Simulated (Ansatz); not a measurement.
# How Y(0001) screens a field

Aim: image plane and induced charge of Y(0001).

Program: Ansatz 0.2.0. Level of theory: plane-wave DFT, PBE, Ansatz PAW. Results are calculated unless marked as measured.

**1. The structure**

The cell holds 5 atoms: 5 Y. Its edges and angles: a = 3.650 Å, b = 3.650 Å, c = 29.468 Å, α = 90.0°, β = 90.0°, γ = 60.0°. Vacuum lies along c.

As a file:

```xyz
5
Lattice="3.6500 0.0000 0.0000 1.8250 3.1610 0.0000 0.0000 0.0000 29.4683" Properties=species:S:1:pos:R:3
Y     0.0000    0.0000    9.0000
Y     3.6500    2.1073   11.8671
Y     0.0000    0.0000   14.7341
Y     3.6500    2.1073   17.6012
Y     0.0000    0.0000   20.4683
```

**2. Single point, field 0**

A sawtooth potential applies the field, turning back in the middle of the vacuum. With the dipole correction the typed value is the field outside the slab. The induced dipole is small, so the SCF threshold is tight.

The input, input.yaml:

```yaml
crystal:
  lattice:
    - [3.65, 0.0, 0.0]
    - [1.825, 3.1609927238, 0.0]
    - [0.0, 0.0, 29.4683]
  atoms:
    - { symbol: "Y", position: [0.0, 0.0, 0.3054129353] }
    - { symbol: "Y", position: [0.6666666667, 0.6666666667, 0.4027064676] }
    - { symbol: "Y", position: [0.0, 0.0, 0.5] }
    - { symbol: "Y", position: [0.6666666667, 0.6666666667, 0.5972935324] }
    - { symbol: "Y", position: [0.0, 0.0, 0.6945870647] }
kpoints:
  mp_grid: { grid: [18, 18, 1] }
hamiltonian:
  xc: pbe
scf:
  occupations: { method: fermi_dirac, width: 0.1 }
  convergence: { dr2_threshold: 1.0e-10 }
efield:
  axis: 3
  dipole_correction: true
  ramp_position: 0.97
  ramp_width: 0.06
  amplitude: 0
output:
  forces: true
  write_potential: true
  write_density: true
  volumetric_format: npy
```

Launch:

```bash
$ ansatz run input.yaml --threads 2 --pin off --max-ram 3072MiB --backend cpu --events-out ev --progress --plain --runs-dir out
```

Numbers of over 12 decimals in the logs are rounded to 6 here.

Output:

```text
Engine: ansatz 0.2.0, aarch64-unknown-linux-gnu
Pseudopotentials: kind: paw
Pseudopotential: Y, paw, valence charge 11, recommended cutoff 420 eV (normal), Y.paw.azcp
Functional definition: PBE
  parameter kappa = 0.804
  parameter beta = 0.066725
  exchange = pbe_x(kappa = kappa, mu = beta*pi^2/3)
  correlation = pbe_c(beta = beta)
Crystal: 5 atoms, lattice volume = 339.994 Å³
Basis set: ecut = 420 eV, 6519 PW (Γ), exchange–correlation on 50×50×400 points (8 copies of the dense FFT grid, shifted against one another)
Bands: 33, of which v1, the nominal top of the filled ones, is band 28 counted from 1 (27 counted from 0)
Symmetry: 6 space group operations
k-points: 37 of 324 (time reversal used)
Non-local potential: Y, projectors of the file, l = 0: 3, l = 1: 2, l = 2: 2, l = 3: 1
PAW form: soft (Blöchl's): semilocal exchange-correlation on the pseudo side does not see the compensation charge
PAW one-centre angular grid: Y, 590 points (default); XC on 64 Gauss nodes
Initial density: superposition of atomic densities (neutral atoms: chi_scale 0, normalization atom), corrected by the library's trained network
Initial wavefunctions: pseudopotential atomic-orbital guess
Functional: x = pbe(κ = 0.804, μ = 0.219515), c = pbe(β = 0.066725)
SCF iter   1: F=—  HF=-19242.079145 eV  |F-HF|=—  |Δ(HF+E_count)|=         —  Δρ=2.77e-3  dr2=8.16e-1  ethr=1.77e-3  p=0.000 e·Å  D=9.64e-14 V/Å  ΔV_dip=-0.00 eV  dr2_dipole=3.22e-5  V_vac-E_F(+/−)=2.98/2.98 eV  ⟨swp⟩=7.5  Hψ=11717  notcnv=0
efield: sawtooth ramp at fractional position 0.9700 (set: `efield.ramp_position`, or a place that a band, a saddle search or an elastic batch's reference lends), width 0.0600; the density the first Hamiltonian is built on has a dipole p = 0.000 e·Å; the dipole correction subtracts the counter field D = 9.64e-14 V/Å, which shifts the + side's vacuum level by -0.00 eV against the − side's; the planar-averaged density in the ramp window peaks in size at 3.4e-5 e/Å³
automatic band count: the SCF goes on with 38 bands, as 33 were too few: the levels above may hold too much charge
preconditioner: auto → LDOS  [metal: Δε(μ)=0.002 eV  Ē_g=2.360 eV  σ=0.100 eV  W_gap=0.00  n_scr=36 (ndim 8)  ℏωp=7.8 eV  f_vac=0.446  D(μ)=12.13/eV (n_scr^D=112)  β→1.0]
SCF iter   2: F=—  HF=-19242.065903 eV  |F-HF|=—  |Δ(HF+E_count)|=   1.32e-2  Δρ=9.32e-4  dr2=1.07e-2  ethr=1.48e-3  p=0.000 e·Å  D=1.70e-5 V/Å  ΔV_dip=-0.00 eV  dr2_dipole=1.80e-5  V_vac-E_F(+/−)=3.25/3.25 eV  ⟨swp⟩=1.1  Hψ=1704  notcnv=0
SCF iter   3: F=—  HF=-19242.066067 eV  |F-HF|=—  |Δ(HF+E_count)|=   1.64e-4  Δρ=5.43e-4  dr2=7.44e-3  ethr=1.94e-5  p=-0.000 e·Å  D=-9.02e-6 V/Å  ΔV_dip=0.00 eV  dr2_dipole=8.74e-8  V_vac-E_F(+/−)=3.30/3.30 eV  ⟨swp⟩=2.0  Hψ=2265  notcnv=0
SCF iter   4: F=—  HF=-19242.065588 eV  |F-HF|=—  |Δ(HF+E_count)|=   4.79e-4  Δρ=1.51e-4  dr2=2.32e-4  ethr=1.35e-5  p=-0.000 e·Å  D=-7.69e-6 V/Å  ΔV_dip=0.00 eV  dr2_dipole=3.85e-9  V_vac-E_F(+/−)=3.33/3.33 eV  ⟨swp⟩=2.2  Hψ=1962  notcnv=0
SCF iter   5: F=—  HF=-19242.065601 eV  |F-HF|=—  |Δ(HF+E_count)|=   1.29e-5  Δρ=4.95e-5  dr2=3.42e-5  ethr=4.21e-7  p=-0.000 e·Å  D=-3.16e-6 V/Å  ΔV_dip=0.00 eV  dr2_dipole=6.98e-9  V_vac-E_F(+/−)=3.36/3.36 eV  ⟨swp⟩=2.0  Hψ=2270  notcnv=0
SCF iter   6: F=—  HF=-19242.065595 eV  |F-HF|=—  |Δ(HF+E_count)|=   6.46e-6  Δρ=2.14e-5  dr2=7.83e-6  ethr=6.22e-8  p=-0.000 e·Å  D=-2.21e-6 V/Å  ΔV_dip=0.00 eV  dr2_dipole=3.39e-9  V_vac-E_F(+/−)=3.37/3.37 eV  ⟨swp⟩=2.9  Hψ=2396  notcnv=0
SCF iter   7: F=—  HF=-19242.065596 eV  |F-HF|=—  |Δ(HF+E_count)|=   1.45e-6  Δρ=7.31e-6  dr2=8.09e-7  ethr=1.42e-8  p=-0.000 e·Å  D=-6.77e-7 V/Å  ΔV_dip=0.00 eV  dr2_dipole=4.62e-10  V_vac-E_F(+/−)=3.37/3.37 eV  ⟨swp⟩=2.6  Hψ=2044  notcnv=0
SCF iter   8: F=—  HF=-19242.065526 eV  |F-HF|=—  |Δ(HF+E_count)|=   6.98e-5  Δρ=2.77e-6  dr2=8.30e-8  ethr=1.47e-9  p=-0.000 e·Å  D=-2.45e-7 V/Å  ΔV_dip=0.00 eV  dr2_dipole=2.81e-11  V_vac-E_F(+/−)=3.37/3.37 eV  ⟨swp⟩=2.4  Hψ=2330  notcnv=0
SCF iter   9: F=—  HF=-19242.065526 eV  |F-HF|=—  |Δ(HF+E_count)|=   3.38e-9  Δρ=8.89e-7  dr2=1.24e-8  ethr=1.51e-10  p=-0.000 e·Å  D=-1.05e-7 V/Å  ΔV_dip=0.00 eV  dr2_dipole=1.04e-11  V_vac-E_F(+/−)=3.37/3.37 eV  ⟨swp⟩=2.0  Hψ=2308  notcnv=0
SCF iter  10: F=—  HF=-19242.065526 eV  |F-HF|=—  |Δ(HF+E_count)|=   1.35e-9  Δρ=3.86e-7  dr2=1.35e-9  ethr=2.25e-11  p=-0.000 e·Å  D=-3.87e-8 V/Å  ΔV_dip=0.00 eV  dr2_dipole=1.71e-13  V_vac-E_F(+/−)=3.37/3.37 eV  ⟨swp⟩=1.6  Hψ=1449  notcnv=0
SCF iter  11: F=—  HF=-19242.065526 eV  |F-HF|=—  |Δ(HF+E_count)|=  1.20e-10  Δρ=1.09e-7  dr2=2.01e-10  ethr=2.46e-12  p=0.000 e·Å  D=8.42e-9 V/Å  ΔV_dip=-0.00 eV  dr2_dipole=2.71e-13  V_vac-E_F(+/−)=3.37/3.37 eV  ⟨swp⟩=2.4  Hψ=1821  notcnv=0
SCF iter  12: F=-19242.065526 eV  HF=-19242.065526 eV  |F-HF|=3.64e-11  |Δ(HF+E_count)|=  4.73e-11  Δρ=2.52e-8  dr2=5.33e-12  ethr=1.00e-12  p=-0.000 e·Å  D=-1.30e-9 V/Å  ΔV_dip=0.00 eV  dr2_dipole=2.32e-15  V_vac-E_F(+/−)=3.37/3.37 eV  ⟨swp⟩=7.8  Hψ=6483  notcnv=0
SCF 1 converged in 12 iterations: F = -19242.065526 eV  dr2 = 5.33e-12
  greatest PAW one-centre occupation: 0.994 electrons in one spin orbital (limit 2), on the Y atom at site 2 (counted from 0), in its partial waves of l = 0
WARN: The output density's exchange-correlation potential varies sharply where the density is thin. Do not read a vacuum level from v_tot or v_xc, or from such a field of the output density. On a cell that repeats whose density bears no net charge and no dipole along the vacuum's axis use v_es (v_loc + v_h of the components); under efield.dipole_correction with no amplitude use v_es + v_field, which holds any externa [...]
SCF converged after 12 iterations
Free energy (F): -19242.065526 eV
Harris-Foulkes:  -19242.065526 eV  (|F-HF|=3.64e-11)
Internal energy: -19241.698180 eV  (E = F + TS)
E sigma→0 (E₀):  -19241.881853 eV
Entropy (-TS):   -0.367346 eV (-73.469 meV/atom)
Fermi energy:    2.905340 eV
Dipole field:    D = 0.000000 V/Å  (p = 0.000000 e·Å, saw-weighted, corrected)
Work function:   Φ+ = 3.3702 eV   Φ− = 3.3702 eV
Levels:          The Fermi level and band energies are counted from a zero that moves with the ramp; work functions are not
--- Per-component energies (eV) ---
  E_band       = -969.508707
  E_kinetic    = 1518.849888
  E_local      = -34622.809499  (includes V_loc(G=0)·N_el)
  E_nonlocal   = 250.852735
  E_hartree    = 16569.460984
  E_xc         = -861.964548
  E_vxc        = -989.017348  (∫ρ·V_xc dr)
  E_paw        = -14126.726974  (= ΣΔE_a)
  E_vpaw       = -266.306336  (= ΣTr[D̂ρ^β])
  E_aug_tail   = 0.000017  (compensation charges beyond the density's cutoff)
  E_efield     = 0.000000  (sawtooth field / dipole correction)
  E_vefield    = 0.000000  (∫n·V_field dr)
  E_ewald      = 12030.639218
  E_smearing   = -0.367346  (= −TS)
  E_closure    = -0.000000  (closes the sum)
  Σ components = -19242.065526   (vs F -19242.065526, Δ=0.00e0)
--- Forces (eV/Å), atoms counted from 1 ---
  atom   1  Y     -0.00000000    -0.00000000     0.17679419
  atom   2  Y     -0.00000000     0.00000000    -0.17820443
  atom   3  Y      0.00000000    -0.00000000    -0.00000078
  atom   4  Y     -0.00000000     0.00000000     0.17820598
  atom   5  Y      0.00000000    -0.00000000    -0.17679503
  max |Σ_I F_I| component: 5.74e-8 eV/Å
--- Band table (eV; the first three rows and the last of 37) ---
  k-point 0: bands = [... 24 lower, 0.9114, 3.0840, 3.0877, 3.6509, 3.7204, 4.2252, 4.4646, 4.4646, ... 6 higher]
  k-point 1: bands = [... 24 lower, 0.9736, 3.0913, 3.0914, 3.5850, 3.6804, 4.2039, 4.3848, 4.3872, ... 6 higher]
  k-point 2: bands = [... 24 lower, 1.1528, 3.0825, 3.1013, 3.4091, 3.5865, 4.1131, 4.1162, 4.2142, ... 6 higher]
  k-point 36: bands = [... 24 lower, 2.3889, 2.4893, 2.4938, 2.7963, 2.8980, 3.1945, 3.3711, 3.4098, ... 6 higher]
```

Elapsed: 35 s, on 2 threads of Arm Neoverse V1, shared host; peak memory 0.7 GiB.

In the SCF lines HF is the Harris–Foulkes energy and dr2 the Hartree energy of the density residual, in eV; the loop may stop once dr2 is under the threshold and the program's other checks hold. Hψ counts applications of the Hamiltonian.

This step gave:

```
energy at zero smearing   : -19241.8819 eV
work function, upper face : 3.370 eV
dipole along the normal   : 9.08e-8 e·Å
```

Running mean over 2.867 Å of the planar mean; the ramp of the sawtooth is left out. The electron's electrostatic potential energy less the Fermi level by z:

```
z (Å)  electron's electrostatic potential energy less the Fermi level (eV)
    4                                                                 3.36
    5                                                                 3.32
    6                                                                 3.02
    7                                                                 1.14
    8                                                                -4.08
    9                                                                -5.84
   10                                                                -5.58
   11                                                                -5.44
   12                                                                -5.47
   13                                                                -5.52
   14                                                                -5.55
   15                                                                -5.56
   16                                                                -5.54
   17                                                                -5.50
   18                                                                -5.44
   19                                                                -5.48
   20                                                                -5.74
   21                                                                -5.49
   22                                                                -1.23
   23                                                                 2.54
   24                                                                 3.25
   25                                                                 3.35
   26                                                                 3.37
```

Force by atom:

```
atom  x (eV/Å)  y (eV/Å)  z (eV/Å)   size
  Y1     0.000     0.000     0.177  0.177
  Y2     0.000     0.000    -0.178  0.178
  Y3     0.000     0.000     0.000  0.000
  Y4     0.000     0.000     0.178  0.178
  Y5     0.000     0.000    -0.177  0.177
```

The work function of the upper face is 3.37 eV.

**3. Single point, field 0.05 V/Å**

input.yaml: that of step 2 with these lines changed.

```diff
@@ -23,3 +23,3 @@
   ramp_width: 0.06
-  amplitude: 0
+  amplitude: 0.05
 output:
```

Output:

```text
[...]
Crystal: 5 atoms, lattice volume = 339.994 Å³
Basis set: ecut = 420 eV, 6519 PW (Γ), exchange–correlation on 50×50×400 points (8 copies of the dense FFT grid, shifted against one another)
Bands: 33, of which v1, the nominal top of the filled ones, is band 28 counted from 1 (27 counted from 0)
Symmetry: 6 space group operations
k-points: 37 of 324 (time reversal used)
[...]
k-point 0: bands = [... 24 lower, 0.9110, 3.0723, 3.0985, 3.6504, 3.7199, 4.2247, 4.4640, 4.4640, ... 6 higher]
  k-point 1: bands = [... 24 lower, 0.9732, 3.0787, 3.1032, 3.5845, 3.6800, 4.2034, 4.3840, 4.3871, ... 6 higher]
  k-point 2: bands = [... 24 lower, 1.1524, 3.0778, 3.1051, 3.4087, 3.5860, 4.1124, 4.1159, 4.2137, ... 6 higher]
  k-point 36: bands = [... 24 lower, 2.3884, 2.4888, 2.4934, 2.7959, 2.8976, 3.1940, 3.3707, 3.4090, ... 6 higher]
[key lines of the parts left out:]
SCF converged after 14 iterations
Free energy (F): -19242.066876 eV
Fermi energy:    2.904874 eV
Dipole field:    D = 0.028730 V/Å  (p = 0.053981 e·Å, saw-weighted, corrected)
```

It took 38 s on 2 threads; peak memory 0.69 GiB.

The dipole is 0.0540 e·Å.

**4. Atoms held, field -0.05 V/Å**

input.yaml: that of step 3 with these lines changed.

```diff
@@ -23,3 +23,3 @@
   ramp_width: 0.06
-  amplitude: 0.05
+  amplitude: -0.05
 output:
```

Output:

```text
[...]
Crystal: 5 atoms, lattice volume = 339.994 Å³
Basis set: ecut = 420 eV, 6519 PW (Γ), exchange–correlation on 50×50×400 points (8 copies of the dense FFT grid, shifted against one another)
Bands: 33, of which v1, the nominal top of the filled ones, is band 28 counted from 1 (27 counted from 0)
Symmetry: 6 space group operations
k-points: 37 of 324 (time reversal used)
[...]
k-point 0: bands = [... 24 lower, 0.9110, 3.0724, 3.0985, 3.6504, 3.7199, 4.2247, 4.4640, 4.4640, ... 6 higher]
  k-point 1: bands = [... 24 lower, 0.9732, 3.0787, 3.1032, 3.5845, 3.6800, 4.2034, 4.3840, 4.3871, ... 6 higher]
  k-point 2: bands = [... 24 lower, 1.1524, 3.0778, 3.1051, 3.4087, 3.5860, 4.1124, 4.1159, 4.2137, ... 6 higher]
  k-point 36: bands = [... 24 lower, 2.3884, 2.4888, 2.4934, 2.7959, 2.8976, 3.1940, 3.3707, 3.4090, ... 6 higher]
[key lines of the parts left out:]
SCF converged after 14 iterations
Free energy (F): -19242.066876 eV
Fermi energy:    2.904875 eV
Dipole field:    D = -0.028730 V/Å  (p = -0.053982 e·Å, saw-weighted, corrected)
```

Wall time 38 s (2 threads); peak memory 0.68 GiB; 75 s of CPU time.

The dipole is -0.0540 e·Å.

**5. Atoms held, field 0.1 V/Å**

input.yaml: that of step 4 with these lines changed.

```diff
@@ -23,3 +23,3 @@
   ramp_width: 0.06
-  amplitude: -0.05
+  amplitude: 0.1
 output:
```

Output:

```text
[...]
Crystal: 5 atoms, lattice volume = 339.994 Å³
Basis set: ecut = 420 eV, 6519 PW (Γ), exchange–correlation on 50×50×400 points (8 copies of the dense FFT grid, shifted against one another)
Bands: 33, of which v1, the nominal top of the filled ones, is band 28 counted from 1 (27 counted from 0)
Symmetry: 6 space group operations
k-points: 37 of 324 (time reversal used)
[...]
k-point 0: bands = [... 24 lower, 0.9096, 3.0582, 3.1102, 3.6490, 3.7185, 4.2233, 4.4624, 4.4624, ... 6 higher]
  k-point 1: bands = [... 24 lower, 0.9718, 3.0651, 3.1142, 3.5831, 3.6786, 4.2020, 4.3817, 4.3865, ... 6 higher]
  k-point 2: bands = [... 24 lower, 1.1510, 3.0682, 3.1121, 3.4073, 3.5847, 4.1104, 4.1151, 4.2123, ... 6 higher]
  k-point 36: bands = [... 24 lower, 2.3870, 2.4874, 2.4920, 2.7945, 2.8962, 3.1927, 3.3694, 3.4068, ... 6 higher]
[key lines of the parts left out:]
SCF converged after 15 iterations
Free energy (F): -19242.070924 eV
Fermi energy:    2.903465 eV
Dipole field:    D = 0.057467 V/Å  (p = 0.107977 e·Å, saw-weighted, corrected)
```

Run time: 39 s. Hardware: 2 threads; peak memory 0.68 GiB.

The dipole is 0.108 e·Å.

**6. Atoms held, field -0.1 V/Å**

input.yaml: that of step 5 with these lines changed.

```diff
@@ -23,3 +23,3 @@
   ramp_width: 0.06
-  amplitude: 0.1
+  amplitude: -0.1
 output:
```

Output:

```text
[...]
Crystal: 5 atoms, lattice volume = 339.994 Å³
Basis set: ecut = 420 eV, 6519 PW (Γ), exchange–correlation on 50×50×400 points (8 copies of the dense FFT grid, shifted against one another)
Bands: 33, of which v1, the nominal top of the filled ones, is band 28 counted from 1 (27 counted from 0)
Symmetry: 6 space group operations
k-points: 37 of 324 (time reversal used)
[...]
k-point 0: bands = [... 24 lower, 0.9096, 3.0582, 3.1102, 3.6490, 3.7185, 4.2233, 4.4624, 4.4624, ... 6 higher]
  k-point 1: bands = [... 24 lower, 0.9718, 3.0651, 3.1142, 3.5831, 3.6786, 4.2020, 4.3817, 4.3865, ... 6 higher]
  k-point 2: bands = [... 24 lower, 1.1510, 3.0682, 3.1121, 3.4073, 3.5847, 4.1104, 4.1151, 4.2123, ... 6 higher]
  k-point 36: bands = [... 24 lower, 2.3870, 2.4874, 2.4920, 2.7945, 2.8962, 3.1927, 3.3694, 3.4068, ... 6 higher]
[key lines of the parts left out:]
SCF converged after 15 iterations
Free energy (F): -19242.070924 eV
Fermi energy:    2.903465 eV
Dipole field:    D = -0.057468 V/Å  (p = -0.107977 e·Å, saw-weighted, corrected)
```

Wall time 39 s (2 threads); peak memory 0.68 GiB; 76 s of CPU time.

The dipole is -0.108 e·Å.

**7. Single point, field 0.2 V/Å**

input.yaml: that of step 6 with these lines changed.

```diff
@@ -23,3 +23,3 @@
   ramp_width: 0.06
-  amplitude: -0.1
+  amplitude: 0.2
 output:
```

Output:

```text
[...]
Crystal: 5 atoms, lattice volume = 339.994 Å³
Basis set: ecut = 420 eV, 6519 PW (Γ), exchange–correlation on 50×50×400 points (8 copies of the dense FFT grid, shifted against one another)
Bands: 33, of which v1, the nominal top of the filled ones, is band 28 counted from 1 (27 counted from 0)
Symmetry: 6 space group operations
k-points: 37 of 324 (time reversal used)
[...]
k-point 0: bands = [... 24 lower, 0.9040, 3.0273, 3.1311, 3.6434, 3.7130, 4.2176, 4.4561, 4.4561, ... 6 higher]
  k-point 1: bands = [... 24 lower, 0.9662, 3.0356, 3.1336, 3.5775, 3.6731, 4.1963, 4.3741, 4.3827, ... 6 higher]
  k-point 2: bands = [... 24 lower, 1.1454, 3.0442, 3.1256, 3.4017, 3.5794, 4.1032, 4.1108, 4.2064, ... 6 higher]
  k-point 36: bands = [... 24 lower, 2.3814, 2.4817, 2.4865, 2.7889, 2.8907, 3.1871, 3.3641, 3.3993, ... 6 higher]
[key lines of the parts left out:]
SCF converged after 15 iterations
Free energy (F): -19242.087124 eV
Fermi energy:    2.897814 eV
Dipole field:    D = 0.114994 V/Å  (p = 0.216065 e·Å, saw-weighted, corrected)
```

Run time: 41 s. Hardware: 2 threads; peak memory 0.69 GiB.

The dipole is 0.216 e·Å.

**8. Atoms held, field -0.2 V/Å**

input.yaml: that of step 7 with these lines changed.

```diff
@@ -23,3 +23,3 @@
   ramp_width: 0.06
-  amplitude: 0.2
+  amplitude: -0.2
 output:
```

Output:

```text
[...]
Crystal: 5 atoms, lattice volume = 339.994 Å³
Basis set: ecut = 420 eV, 6519 PW (Γ), exchange–correlation on 50×50×400 points (8 copies of the dense FFT grid, shifted against one another)
Bands: 33, of which v1, the nominal top of the filled ones, is band 28 counted from 1 (27 counted from 0)
Symmetry: 6 space group operations
k-points: 37 of 324 (time reversal used)
[...]
k-point 0: bands = [... 24 lower, 0.9040, 3.0273, 3.1311, 3.6434, 3.7130, 4.2176, 4.4561, 4.4561, ... 6 higher]
  k-point 1: bands = [... 24 lower, 0.9662, 3.0356, 3.1336, 3.5775, 3.6731, 4.1963, 4.3741, 4.3827, ... 6 higher]
  k-point 2: bands = [... 24 lower, 1.1454, 3.0442, 3.1256, 3.4017, 3.5794, 4.1032, 4.1108, 4.2064, ... 6 higher]
  k-point 36: bands = [... 24 lower, 2.3814, 2.4817, 2.4865, 2.7889, 2.8907, 3.1871, 3.3641, 3.3993, ... 6 higher]
[key lines of the parts left out:]
SCF converged after 15 iterations
Free energy (F): -19242.087124 eV
Fermi energy:    2.897814 eV
Dipole field:    D = -0.114994 V/Å  (p = -0.216065 e·Å, saw-weighted, corrected)
```

It took 40 s on 2 threads; peak memory 0.69 GiB; 80 s of CPU time.

The dipole is -0.216 e·Å.

[end of part 1 of 2]

[Logs are printed without paths, hosts, clocks, repeated set-up lines and the standing remarks that a program may print on its own settings, such as how far it seeks lower states.]

[Hosts, paths, dates, database ids (printed as entryN), source tags and the programs' standing remarks are cut or masked in the printed files.]

[Maps of the electrostatic potential energy from Ansatz leave out the sawtooth potential of an applied field or a dipole correction, so their vacuum need not be flat; planar profiles and work functions include it.]
